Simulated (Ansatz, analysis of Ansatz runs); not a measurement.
# Na5InO4 (Pmmn), nudged elastic band: V_Na hop (2.9 Å) (q = −1), part 3 of 3

Wanted: path and barrier of a jump of Na in Na5InO4 (Pmmn) at charge −1. The case: V_Na hop (2.9 Å), in a cell of 40 host atoms with 1 Na taken out.

Ansatz 0.2.0; plane-wave PAW DFT, r2SCAN; nudged elastic band between two relaxed defect structures at fixed charge in a uniform background.

So far: The starting structure; Relaxation of the start point, charge −1; Relaxation of the end point, charge −1; Nudged elastic band, charge −1.

**4. Nudged elastic band, charge −1 (continued)**

Images along the path:

| image | path (Å) | energy (eV) | Na19: x, y, z (Å) |
| --- | --- | --- | --- |
| 0 | 0.000 | 0.0000 | 9.459, 9.627, 6.864 |
| 1 | 0.650 | 0.0940 | 9.844, 9.371, 6.986 |
| 2 | 1.292 | 0.1986 | 10.295, 9.019, 7.087 |
| 3 | 2.197 | -0.1212 | 10.755, 8.343, 6.930 |
| 4 | 3.098 | -0.4259 | 10.963, 7.735, 6.547 |

This step gave:

```yaml
free_energy: -59841.5432 eV
barrier_forward: 0.1986 eV
barrier_backward: 0.6245 eV
end_less_start: -0.4259 eV
hop_length: 2.438 Å
```

Track of the atom that was set to move:

| image | x (Å) | y (Å) | z (Å) | nearest neighbour | distance (Å) |
| --- | --- | --- | --- | --- | --- |
| 0 | 9.459 | 9.627 | 6.864 | O | 2.258 |
| 1 | 9.844 | 9.371 | 6.986 | O | 2.2 |
| 2 | 10.29 | 9.019 | 7.087 | O | 2.168 |
| 3 | 10.76 | 8.343 | 6.93 | O | 2.181 |
| 4 | 10.96 | 7.735 | 6.547 | O | 2.272 |

The band met its tolerance of 0.05 eV/Å after 7 iterations, with image 2 on top (the start counts as 0). Na19, which moves farthest between the ends, has 4 O at 2.26 to 2.47 Å nearest at the start and 2 O at 2.17 Å at the top.

**5. Band with another choice: one image**

One climbing image is the cheapest guess at the top.

This step: plane-wave PAW DFT, r2SCAN; nudged elastic band between two relaxed defect structures at fixed charge in a uniform background.

qm1.try0/input.yaml

```yaml
crystal:
  lattice:
    - [0.0, 7.57193307, 5.45251831]
    - [7.36502645, 0.0, 5.45251831]
    - [7.36502645, 7.57193307, 0.0]
  atoms:
    - { symbol: Na, position: [0.13669571, 0.12216623, 0.59214043] }
    - { symbol: Na, position: [0.59470564, 0.65725266, 0.08606372] }
    - { symbol: Na, position: [0.15402582, 0.59284251, 0.65240333] }
    - { symbol: Na, position: [0.66220729, 0.08882731, 0.14467635] }
    - { symbol: Na, position: [0.15096297, 0.65013582, 0.34914344] }
    - { symbol: Na, position: [0.65090684, 0.15010212, 0.84919291] }
    - { symbol: Na, position: [0.84916755, 0.34837258, 0.15092576] }
    - { symbol: Na, position: [0.35171602, 0.90714808, 0.37723325] }
    - { symbol: Na, position: [0.83871735, 0.41321473, 0.8420832] }
    - { symbol: Na, position: [0.40796295, 0.85091143, 0.86332627] }
    - { symbol: Na, position: [0.9140331, 0.33793914, 0.40534365] }
    - { symbol: Na, position: [0.39640121, 0.35465332, 0.41044197] }
    - { symbol: Na, position: [0.9000624, 0.84686373, 0.90647597] }
    - { symbol: Na, position: [0.34768488, 0.39934852, 0.84593282] }
    - { symbol: Na, position: [0.85551205, 0.89559191, 0.33786442] }
    - { symbol: Na, position: [0.09367965, 0.65326825, 0.10004105] }
    - { symbol: Na, position: [0.58963825, 0.1613987, 0.60369383] }
    - { symbol: Na, position: [0.15808556, 0.09396016, 0.16132258] }
    - { symbol: Na, position: [0.62299605, 0.63592055, 0.64837801] }
    - { symbol: In, position: [0.11067142, 0.11525455, 0.8894308] }
    - { symbol: In, position: [0.61606347, 0.60985655, 0.38404961] }
    - { symbol: In, position: [0.38994049, 0.37912011, 0.12015687] }
    - { symbol: In, position: [0.87994951, 0.88913062, 0.61016894] }
    - { symbol: O, position: [0.12826419, 0.89072452, 0.10448531] }
    - { symbol: O, position: [0.62418028, 0.39476498, 0.60856798] }
    - { symbol: O, position: [0.39154079, 0.62741725, 0.37593582] }
    - { symbol: O, position: [0.89557218, 0.12336022, 0.87190227] }
    - { symbol: O, position: [0.33261423, 0.11138423, 0.66745303] }
    - { symbol: O, position: [0.83446166, 0.58940412, 0.16566499] }
    - { symbol: O, position: [0.09023347, 0.33363858, 0.90988354] }
    - { symbol: O, position: [0.61221988, 0.83180478, 0.38793567] }
    - { symbol: O, position: [0.41192898, 0.15769225, 0.10242248] }
    - { symbol: O, position: [0.89777817, 0.67190444, 0.58819516] }
    - { symbol: O, position: [0.17272599, 0.39693454, 0.34153742] }
    - { symbol: O, position: [0.65852557, 0.91110262, 0.82736059] }
    - { symbol: O, position: [0.3717468, 0.59198648, 0.9072846] }
    - { symbol: O, position: [0.87383536, 0.11070006, 0.38857094] }
    - { symbol: O, position: [0.09279099, 0.87090231, 0.62842241] }
    - { symbol: O, position: [0.61151638, 0.37302263, 0.12628422] }
total_charge: -1
basis:
  ecutwfc: 500
  xc_grid: 2
hamiltonian:
  xc: r2scan
kpoints:
  mp_grid: { grid: [1, 1, 1] }
scf:
  occupations: { method: fixed }
  max_iter: 100
output:
  forces: true
neb:
  images: 1
  f_tol: 0.05
  climbing: true
  initial_path: linear
  max_iterations: 30
  order_check: false
  final_atoms:
    - { symbol: Na, position: [0.11371957, 0.14322387, 0.5943408] }
    - { symbol: Na, position: [0.61198777, 0.64610732, 0.09476984] }
[... 5 atom lines left out ...]
    - { symbol: Na, position: [0.34928989, 0.9056695, 0.35341142] }
[... 1 atom line left out ...]
    - { symbol: Na, position: [0.4092268, 0.84026422, 0.90005181] }
[... 3 atom lines left out ...]
    - { symbol: Na, position: [0.37000208, 0.4032531, 0.83828429] }
    - { symbol: Na, position: [0.8369146, 0.85800428, 0.37960091] }
[... 3 atom lines left out ...]
    - { symbol: Na, position: [0.36683121, 0.83385325, 0.65472381] }
[... 1 atom line left out ...]
    - { symbol: In, position: [0.61357838, 0.6049671, 0.40058464] }
[... 3 atom lines left out ...]
    - { symbol: O, position: [0.62812493, 0.37369455, 0.60846577] }
[... 2 atom lines left out ...]
    - { symbol: O, position: [0.32940287, 0.08598372, 0.67626244] }
[... 2 atom lines left out ...]
    - { symbol: O, position: [0.59003329, 0.84016882, 0.39381189] }
[... 1 atom line left out ...]
    - { symbol: O, position: [0.9359648, 0.67305944, 0.58346302] }
[... 2 atom lines left out ...]
    - { symbol: O, position: [0.35634047, 0.6061365, 0.91205638] }
[... 1 atom line left out ...]
    - { symbol: O, position: [0.11390665, 0.872239, 0.63176814] }
    - { symbol: O, position: [0.60896627, 0.37742461, 0.12333988] }
```

Run with:

```
ansatz run input.yaml --threads 4 --pin off --max-ram 7536MiB --backend cpu --events-out ev --progress --plain --runs-dir out
```

Numbers of over 12 decimals in the logs are rounded to 6 here.

The log of the run:

```text
[...]
NEB image 0
Crystal: 39 atoms, lattice volume = 608.146 Å³
Basis set: ecut = 500 eV, 15439 PW (Γ), exchange–correlation on 144×144×160 points (8 copies of the dense FFT grid, shifted against one another)
Bands: 199, of which v1, the nominal top of the filled ones, is band 160 counted from 1 (159 counted from 0)
Symmetry: 1 space group operations
k-points: 1
[...]
SCF iter   1: F=-59841.633115 eV  HF=-59841.184993 eV  |F-HF|=4.48e-1  |Δ(HF+E_count)|=         —  Δρ=5.91e-3  dr2=2.73e-1  dr2_τ=7.70e-1  ethr=1.77e-3  ⟨swp⟩=5.0  Hψ=566  notcnv=0  defer=35
[...]
SCF iter  10: F=-59841.741746 eV  HF=-59841.741746 eV  |F-HF|=6.55e-10  |Δ(HF+E_count)|=   4.15e-9  Δρ=1.24e-6  dr2=9.46e-9  dr2_τ=9.61e-10  ethr=3.13e-11  ⟨swp⟩=4.0  Hψ=506  notcnv=0
SCF 1 converged in 10 iterations: F = -59841.741746 eV  dr2 = 9.46e-9
[...]
NEB image 2
[...]
SCF 2 converged in 10 iterations: F = -59842.167679 eV  dr2 = 2.11e-8
[...]
NEB end point (image 0): max|allowed force component| = 3.148e-3 eV/Å (the criterion of neb.relax_end_points is 1.000e-2)
NEB end point (image 2): max|allowed force component| = 2.641e-3 eV/Å (the criterion of neb.relax_end_points is 1.000e-2)
NEB image 1
[...]
SCF 3 converged in 10 iterations: F = -59841.211874 eV  dr2 = 4.11e-8
NEB iter   1: max|band force component| = 1.119e0 eV/Å  barrier→ = 0.5299 eV  barrier← = 0.9558 eV  Δτ_max = 0.0714 Å  (30 SCF iters)
[...]
climbing-image geometry (image 1):
  cell:  # Å, volume = 608.1465 Å³
    - [0.0, 7.57193307, 5.45251831]
    - [7.36502645, 0.0, 5.45251831]
    - [7.36502645, 7.57193307, 0.0]
  atoms:
    - { symbol: Na, position: [0.140564, 0.115089, 0.592569] }
    - { symbol: Na, position: [0.605126, 0.648319, 0.091820] }
    - { symbol: Na, position: [0.149515, 0.587115, 0.657489] }
    - { symbol: Na, position: [0.663874, 0.094218, 0.139247] }
    - { symbol: Na, position: [0.148996, 0.645754, 0.355422] }
    - { symbol: Na, position: [0.651210, 0.148922, 0.847896] }
    - { symbol: Na, position: [0.852711, 0.349240, 0.145048] }
    - { symbol: Na, position: [0.350296, 0.905737, 0.365958] }
[...]
- { symbol: Na, position: [0.084271, 0.656480, 0.107027] }
    - { symbol: Na, position: [0.589425, 0.154344, 0.606737] }
    - { symbol: Na, position: [0.153485, 0.102764, 0.157713] }
    - { symbol: Na, position: [0.546309, 0.751664, 0.645300] }
    - { symbol: In, position: [0.111973, 0.116148, 0.887065] }
    - { symbol: In, position: [0.613872, 0.605759, 0.392856] }
    - { symbol: In, position: [0.385718, 0.380443, 0.124695] }
    - { symbol: In, position: [0.882059, 0.889848, 0.609047] }
    - { symbol: O, position: [0.123229, 0.893781, 0.109059] }
    - { symbol: O, position: [0.622092, 0.384019, 0.610105] }
    - { symbol: O, position: [0.391642, 0.621290, 0.379704] }
    - { symbol: O, position: [0.898453, 0.124689, 0.867566] }
    - { symbol: O, position: [0.337186, 0.088654, 0.675495] }
    - { symbol: O, position: [0.830823, 0.588915, 0.169763] }
    - { symbol: O, position: [0.102057, 0.329400, 0.908617] }
    - { symbol: O, position: [0.606442, 0.840076, 0.379476] }
[...]
- { symbol: O, position: [0.358647, 0.599986, 0.920534] }
    - { symbol: O, position: [0.869446, 0.109928, 0.389898] }
    - { symbol: O, position: [0.097032, 0.867566, 0.626307] }
    - { symbol: O, position: [0.611675, 0.372795, 0.124842] }
[key lines of the parts left out:]
SCF converged after 2 iterations
Free energy (F): -59841.541673 eV
Fermi energy:    3.181452 eV
```

Wall time 74 s (4 threads of Arm Neoverse V2, shared host); peak memory 1.1 GiB.

The run converged with other settings, drawn as a test and not checked for convergence; the results below rest on the first set.

What was changed: one image.

Its highest image lies 0.20 eV above the start; the sound band gave 0.20 eV.

Here the change did no harm: 0.200 eV against the band's 0.199 eV.

**6. Band with another choice: one image**

One climbing image is the cheapest guess at the top.

This step: plane-wave PAW DFT, r2SCAN; nudged elastic band between two relaxed defect structures at fixed charge in a uniform background.

qm1.try1/input.yaml is the same as qm1.try0/input.yaml of step 5.

The log of the run:

```text
[...]
NEB image 0
Crystal: 39 atoms, lattice volume = 608.146 Å³
Basis set: ecut = 500 eV, 15439 PW (Γ), exchange–correlation on 144×144×160 points (8 copies of the dense FFT grid, shifted against one another)
Bands: 199, of which v1, the nominal top of the filled ones, is band 160 counted from 1 (159 counted from 0)
Symmetry: 1 space group operations
k-points: 1
[...]
SCF iter   1: F=-59841.633115 eV  HF=-59841.184993 eV  |F-HF|=4.48e-1  |Δ(HF+E_count)|=         —  Δρ=5.91e-3  dr2=2.73e-1  dr2_τ=7.70e-1  ethr=1.77e-3  ⟨swp⟩=5.0  Hψ=566  notcnv=0  defer=35
[...]
SCF iter  10: F=-59841.741746 eV  HF=-59841.741746 eV  |F-HF|=6.55e-10  |Δ(HF+E_count)|=   4.15e-9  Δρ=1.24e-6  dr2=9.46e-9  dr2_τ=9.61e-10  ethr=3.13e-11  ⟨swp⟩=4.0  Hψ=506  notcnv=0
SCF 1 converged in 10 iterations: F = -59841.741746 eV  dr2 = 9.46e-9
[...]
NEB image 2
[...]
SCF 2 converged in 10 iterations: F = -59842.167679 eV  dr2 = 2.11e-8
[...]
NEB end point (image 0): max|allowed force component| = 3.148e-3 eV/Å (the criterion of neb.relax_end_points is 1.000e-2)
NEB end point (image 2): max|allowed force component| = 2.641e-3 eV/Å (the criterion of neb.relax_end_points is 1.000e-2)
NEB image 1
[...]
SCF 3 converged in 10 iterations: F = -59841.211874 eV  dr2 = 4.11e-8
NEB iter   1: max|band force component| = 1.119e0 eV/Å  barrier→ = 0.5299 eV  barrier← = 0.9558 eV  Δτ_max = 0.0714 Å  (30 SCF iters)
[...]
climbing-image geometry (image 1):
  cell:  # Å, volume = 608.1465 Å³
    - [0.0, 7.57193307, 5.45251831]
    - [7.36502645, 0.0, 5.45251831]
    - [7.36502645, 7.57193307, 0.0]
  atoms:
    - { symbol: Na, position: [0.140564, 0.115089, 0.592569] }
    - { symbol: Na, position: [0.605126, 0.648319, 0.091820] }
    - { symbol: Na, position: [0.149515, 0.587115, 0.657489] }
    - { symbol: Na, position: [0.663874, 0.094218, 0.139247] }
    - { symbol: Na, position: [0.148996, 0.645754, 0.355422] }
    - { symbol: Na, position: [0.651210, 0.148922, 0.847896] }
    - { symbol: Na, position: [0.852711, 0.349240, 0.145048] }
    - { symbol: Na, position: [0.350296, 0.905737, 0.365958] }
[...]
- { symbol: Na, position: [0.084271, 0.656480, 0.107027] }
    - { symbol: Na, position: [0.589425, 0.154344, 0.606737] }
    - { symbol: Na, position: [0.153485, 0.102764, 0.157713] }
    - { symbol: Na, position: [0.546309, 0.751664, 0.645300] }
    - { symbol: In, position: [0.111973, 0.116148, 0.887065] }
    - { symbol: In, position: [0.613872, 0.605759, 0.392856] }
    - { symbol: In, position: [0.385718, 0.380443, 0.124695] }
    - { symbol: In, position: [0.882059, 0.889848, 0.609047] }
    - { symbol: O, position: [0.123229, 0.893781, 0.109059] }
    - { symbol: O, position: [0.622092, 0.384019, 0.610105] }
    - { symbol: O, position: [0.391642, 0.621290, 0.379704] }
    - { symbol: O, position: [0.898453, 0.124689, 0.867566] }
    - { symbol: O, position: [0.337186, 0.088654, 0.675495] }
    - { symbol: O, position: [0.830823, 0.588915, 0.169763] }
    - { symbol: O, position: [0.102057, 0.329400, 0.908617] }
    - { symbol: O, position: [0.606442, 0.840076, 0.379476] }
[...]
- { symbol: O, position: [0.358647, 0.599986, 0.920534] }
    - { symbol: O, position: [0.869446, 0.109928, 0.389898] }
    - { symbol: O, position: [0.097032, 0.867566, 0.626307] }
    - { symbol: O, position: [0.611675, 0.372795, 0.124842] }
[key lines of the parts left out:]
SCF converged after 2 iterations
Free energy (F): -59841.541673 eV
Fermi energy:    3.181452 eV
```

Run time: 75 s. Hardware: 4 threads; peak memory 1.1 GiB; 4.8 min of CPU time.

The run converged with other settings, drawn as a test and not checked for convergence; the results below rest on the first set.

What was changed: one image.

Its highest image lies 0.20 eV above the start; the sound band gave 0.20 eV.

Here the change did no harm: 0.200 eV against the band's 0.199 eV.

**7. Outcome**

```yaml
barrier_forward: 0.20 eV
barrier_backward: 0.62 eV
end_less_start: -0.43 eV
hop_length: 2.44 Å
band_iterations_as_the_log_counts_them: 7
```

**Reading.** The top of the band lies 0.20 eV above the start and 0.62 eV above the end. The ends differ by 0.43 eV, so they aren't like places or like states; the smaller barrier is only the way out of the higher one. With an assumed prefactor of 1e13 per second it gives one hop a second along this one path at about 80 K; whether such hops link up through the crystal wasn't checked. At the top Na19 stands 2.17 Å from its nearest O, 0.09 Å closer than at the start. The order of the top as a saddle was not checked for all atoms, so a bent path could be lower. No image-charge correction is applied; it largely cancels along a path if the charge stays localised alike. Keep in mind: sampling at the zone centre alone can move energies of charged and open-shell states by tenths of an eV or more in cells of this size; spin–orbit coupling, which can matter with heavy atoms, is left out.

[Logs are printed without paths, hosts, clocks, repeated set-up lines and the standing remarks that a program may print on its own settings, such as how far it seeks lower states.]

[Hosts, paths, dates, database ids (printed as entryN), source tags and the programs' standing remarks are cut or masked in the printed files.]
